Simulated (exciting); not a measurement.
Consider ThSO, space group P4/nmm.

```cif
data_structure
_symmetry_space_group_name_H-M 'P 1'
_symmetry_Int_Tables_number 1
_cell_length_a 3.9630
_cell_length_b 3.9630
_cell_length_c 6.7460
_cell_angle_alpha 90.000
_cell_angle_beta 90.000
_cell_angle_gamma 90.000
_cell_volume 105.95
loop_
_atom_site_label
_atom_site_type_symbol
_atom_site_fract_x
_atom_site_fract_y
_atom_site_fract_z
_atom_site_occupancy
Th1 Th 0.50000 0.00000 0.80000 1
Th2 Th 0.00000 0.50000 0.20000 1
S3 S 0.50000 0.00000 0.35300 1
S4 S 0.00000 0.50000 0.64700 1
O5 O 0.50000 0.50000 0.00000 1
O6 O 0.00000 0.00000 0.00000 1
```

Absorber: atom 5, with 4 Th at 2.40 Å (tetrahedral, site symmetry -4m2). Method: exciting, all-electron LAPW+lo, LDA, exchange and screened direct term (singlet BSE), 3×3×2 shifted k points, 60 conduction bands, |G+q| up to 3 bohr⁻¹, full RPA screening with nempty = 91, Lorentzian half width 0.45 eV.

Predict the O K near-edge structure at this level.

Bound core exciton? Undecided on this mesh: the first bright state (over 5 % of the brightest) lies at 0.07 eV from the Kohn–Sham onset and at -0.35 eV from the lowest bare transition of its own mesh; weaker or dark states reach down to -0.04 eV. Maxima (height): 1.7 eV (0.96), 4.8 eV (1.00), 10.9 eV (0.28), 15.3 eV (0.25) and 18.9 eV (0.25).

Energy from the Kohn–Sham onset, core level to the lowest empty state found on the meshes used; Im ε in relative units:

| E (eV) | Im ε |
| --- | --- |
| -3.0 | 0.02 |
| -2.5 | 0.03 |
| -2.0 | 0.04 |
| -1.5 | 0.05 |
| -1.0 | 0.07 |
| -0.5 | 0.10 |
| 0.0 | 0.18 |
| 0.5 | 0.34 |
| 1.0 | 0.70 |
| 1.5 | 0.95 |
| 2.0 | 0.92 |
| 2.5 | 0.73 |
| 3.0 | 0.57 |
| 3.5 | 0.64 |
| 4.0 | 0.88 |
| 4.5 | 0.96 |
| 5.0 | 0.96 |
| 5.5 | 0.68 |
| 6.0 | 0.56 |
| 6.5 | 0.43 |
| 7.0 | 0.34 |
| 7.5 | 0.31 |
| 8.0 | 0.30 |
| 8.5 | 0.29 |
| 9.0 | 0.27 |
| 9.5 | 0.23 |
| 10.0 | 0.26 |
| 10.5 | 0.26 |
| 11.0 | 0.28 |
| 11.5 | 0.27 |
| 12.0 | 0.24 |
| 12.5 | 0.21 |
| 13.0 | 0.21 |
| 13.5 | 0.21 |
| 14.0 | 0.19 |
| 14.5 | 0.20 |
| 15.0 | 0.23 |
| 15.5 | 0.25 |
| 16.0 | 0.19 |
| 16.5 | 0.15 |
| 17.0 | 0.15 |
| 17.5 | 0.15 |
| 18.0 | 0.15 |
| 18.5 | 0.21 |
| 19.0 | 0.24 |
| 19.5 | 0.21 |
| 20.0 | 0.17 |
| 20.5 | 0.14 |
| 21.0 | 0.13 |
| 21.5 | 0.11 |
| 22.0 | 0.10 |
| 22.5 | 0.09 |
| 23.0 | 0.08 |
| 23.5 | 0.08 |
| 24.0 | 0.08 |

With 18 k points the binding energies are rough, and fine structure above the first lines is partly noise of the mesh. Exchange and the short-range direct term aren't converged in the kernel cutoff. The zero comes from the unshifted 4×4×2 ground-state mesh; it is exact only where the band minimum lies on that mesh. The Kohn–Sham onset, 503 eV, is no photon energy: the scale needs a rigid shift. No quasiparticle correction widens the gap or stretches the bands. Vibrations and energy-dependent lifetimes are left out. The structure is a published determination, not relaxed.

[Banner, clock and machine lines of the logs are left out without a mark of their own.]

[Logs are printed without paths, hosts, clocks, repeated set-up lines and the standing remarks that a program may print on its own settings, such as how far it seeks lower states.]

[Hosts, paths, dates, database ids (printed as entryN), source tags and the programs' standing remarks are cut or masked in the printed files.]
